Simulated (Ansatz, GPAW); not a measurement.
# Screening of a field by Te/Al(100), part 3 of 3

How does Te/Al(100) screen a perpendicular field?

GPAW 26.7.0 and Ansatz 0.2.0; Ansatz plane waves; slab in vacuum with a dipole correction, relaxation (the session's first sound run).

So far. Step 5 (Field on): The dipole is now -0.0710 e Å, against -0.014 in the run without a field.

### Step 8. Field on

Level of this step: GPAW, PAW setups; slab in vacuum (GPAW).

Contents of run.py:

```python
import json
import numpy as np
from ase import Atoms
from gpaw import GPAW, PW
from gpaw.external import ConstantElectricField

slab = Atoms(
    ['Al', 'Al', 'Al', 'Al', 'Te'],
    positions=[
        [1.43189, 1.43189, 7.00000],
        [0.00000, 0.00000, 9.02500],
        [1.43189, 1.43189, 11.08030],
        [0.00000, 0.00000, 13.19464],
        [1.43189, 1.43189, 16.32997]],
    cell=[[2.86378, 0.0, 0.0], [0.0, 2.86378, 0.0], [0.0, 0.0, 21.89023]],
    pbc=[True, True, False])

slab.calc = GPAW(mode=PW(400), xc='PBE', kpts={'size': (11, 11, 1), 'gamma': True},
                 occupations={'name': 'fermi-dirac', 'width': 0.1}, nbands='200%',
                 convergence={'density': 1e-05}, maxiter=200,
                 poissonsolver={'dipolelayer': 'xy'},
                 external=ConstantElectricField(0.1, [0, 0, 1]),
                 symmetry={'tolerance': 1e-3}, txt='slab.txt')
result = {}
energy = slab.get_potential_energy()
fermi = slab.calc.get_fermi_level()
v = slab.calc.get_electrostatic_potential().mean((0, 1)) - fermi
n = slab.calc.get_pseudo_density().mean((0, 1))
L = slab.cell[2, 2]
z = np.arange(len(v)) * L / len(v)
low, high = slab.positions[:, 2].min(), slab.positions[:, 2].max()
below, above = np.interp([low - 4.8, high + 4.8], z, v)
slopes = [np.interp(x, z, np.gradient(v, z)) for x in (low - 4.8, high + 4.8)]
eps = np.array([[slab.calc.get_eigenvalues(k, s) for k in range(len(slab.calc.get_ibz_k_points()))]
                for s in range(slab.calc.get_number_of_spins())]) - fermi
top, bottom = eps[eps < 0].max(), eps[eps > 0].min()
dipole = slab.get_dipole_moment()[2]
print(f'energy {energy:.4f} eV, Fermi level {fermi:.4f} eV, dipole {dipole:.5f} e A')
print(f'potential 4.8 A off the faces, from the Fermi level: lower {below:.4f} eV, upper {above:.4f} eV')
print(f'slope of the potential there: lower {slopes[0]:.5f}, upper {slopes[1]:.5f} eV/A')
print(f'nearest levels on the mesh: {top:.4f} and {bottom:.4f} eV')
print('magnetic moment', round(slab.get_magnetic_moment(), 3))
result.update(energy=energy, fermi=fermi, dipole=dipole, below=below, above=above, slopes=slopes, edges=[top, bottom],
              z=z.tolist(), v=v.tolist(), n=n.tolist(), positions=slab.positions.tolist(),
              forces=slab.get_forces(apply_constraint=False).tolist(), moments=slab.get_magnetic_moments().tolist())
json.dump(result, open('result.json', 'w'))
```

Run with:

```sh
$ OMP_NUM_THREADS=1 OPENBLAS_NUM_THREADS=1 python run.py
```

The program printed:

```text
energy -16.9392 eV, Fermi level 1.8280 eV, dipole 0.04275 e A
potential 4.8 A off the faces, from the Fermi level: lower 4.9153 eV, upper 3.9720 eV
slope of the potential there: lower -0.00076, upper 0.00018 eV/A
nearest levels on the mesh: -0.0082 and 0.0118 eV
magnetic moment 0.0
```

Run time: 45 s. Hardware: 1 thread of Intel Xeon 6975P-C (Granite Rapids), shared host; peak memory 0.27 GiB.

The dipole is now 0.0428 e Å, against -0.014 in the run without a field.

### Step 9. Field on

Changes to run.py since step 8:

```diff
@@ -21,3 +21,3 @@
                  poissonsolver={'dipolelayer': 'xy'},
-                 external=ConstantElectricField(0.1, [0, 0, 1]),
+                 external=ConstantElectricField(0.2, [0, 0, 1]),
                  symmetry={'tolerance': 1e-3}, txt='slab.txt')
```

The program printed:

```text
energy -16.9463 eV, Fermi level 1.8546 eV, dipole 0.09969 e A
potential 4.8 A off the faces, from the Fermi level: lower 5.4810 eV, upper 3.2810 eV
slope of the potential there: lower -0.00077, upper -0.00003 eV/A
nearest levels on the mesh: -0.0089 and 0.0112 eV
magnetic moment 0.0
```

It took 44 s on 1 thread; peak memory 0.27 GiB.

The dipole is now 0.0997 e Å, against -0.014 in the run without a field.

### Step 10. In a field

Changes to run.py since step 9:

```diff
@@ -21,3 +21,3 @@
                  poissonsolver={'dipolelayer': 'xy'},
-                 external=ConstantElectricField(0.2, [0, 0, 1]),
+                 external=ConstantElectricField(0.3, [0, 0, 1]),
                  symmetry={'tolerance': 1e-3}, txt='slab.txt')
```

The program printed:

```text
energy -16.9590 eV, Fermi level 1.8805 eV, dipole 0.15669 e A
potential 4.8 A off the faces, from the Fermi level: lower 6.0493 eV, upper 2.5914 eV
slope of the potential there: lower -0.00082, upper -0.00023 eV/A
nearest levels on the mesh: -0.0068 and 0.0105 eV
magnetic moment 0.0
```

Wall time 43 s (1 thread); peak memory 0.27 GiB.

The electrostatic potential energy of an electron (without an applied field's), less the Fermi level, planar mean oscillates, so the rows of the table below give means over windows of 1 Å about each position, cut where the curve ends. Its maxima inside the range that stand out by 2 % of the span (Å: eV): 1.4: 6.05, 8.0: -1.18, 10.0: -1.55, 12.1: -1.85, 14.7: 1.45. Its minima: 7.0: -12.1, 9.1: -12.8, 11.0: -13.5, 13.2: -14.0, 16.4: -30.6.

The electrostatic potential energy of an electron (without an applied field's), less the Fermi level, planar mean by z; means over each step:

```
z (Å)  electrostatic potential energy of an electron (without an applied field's), less the Fermi level, planar mean (eV)
    0                                                                                                                5.41
    1                                                                                                                6.05
    2                                                                                                                6.05
    3                                                                                                                6.04
    4                                                                                                                6.00
    5                                                                                                                5.56
    6                                                                                                                1.35
    7                                                                                                               -9.35
    8                                                                                                               -2.69
    9                                                                                                               -10.1
   10                                                                                                               -3.06
   11                                                                                                               -10.6
   12                                                                                                               -3.51
   13                                                                                                               -10.5
   14                                                                                                               -3.31
   15                                                                                                              -0.160
   16                                                                                                               -20.5
   17                                                                                                               -11.6
   18                                                                                                                1.50
   19                                                                                                                2.53
   20                                                                                                                2.59
   21                                                                                                                2.60
```

The dipole is now 0.157 e Å, against -0.014 in the run without a field.

### Step 11. The series

The members are put on one axis.

This step: induced dipole against applied field (GPAW 26.7.0).

Table of dipole along the normal by field:

```
field (V/Å)  dipole along the normal (e·Å)
     -0.200                         -0.128
     -0.100                        -0.0710
     -0.050                        -0.0426
      0.000                        -0.0144
      0.050                         0.0143
      0.100                         0.0428
      0.200                         0.0997
      0.300                          0.157
```

### Step 12. Summary of results

```json
{"work function, upper and lower face": "4.665 and 4.352 eV", "dipole along the normal": "-0.0144 e Å", "induced dipole per field": "0.569 e Å per V/Å", "out-of-plane polarisability per area, α/(ε0 A)": "12.6 Å"}
```

What this shows: The field induces 0.569 e Å per V/Å, a polarisable thickness α/(ε0 A) of 12.6 Å beside 9.33 Å between the outermost nuclei. A perfect conductor would give the distance between its two image planes; a dielectric of thickness t gives t(1 - 1/ε). The two faces differ by 0.31 eV, the step that the slab's dipole makes (e p/(ε0 A) gives 0.32 eV), so the dipole layer is needed. The induced dipole is linear in the field over this range. The cell of 8.20 Å² holds one Te, started on one chosen site; other sites and coverages weren't tried. The in-plane lattice was kept as typed, which isn't the functional's own and leaves some strain; spin-orbit coupling and temperature are left out.

[Logs are printed without paths, hosts, clocks, repeated set-up lines and the standing remarks that a program may print on its own settings, such as how far it seeks lower states.]

[Hosts, paths, dates, database ids (printed as entryN), source tags and the programs' standing remarks are cut or masked in the printed files.]
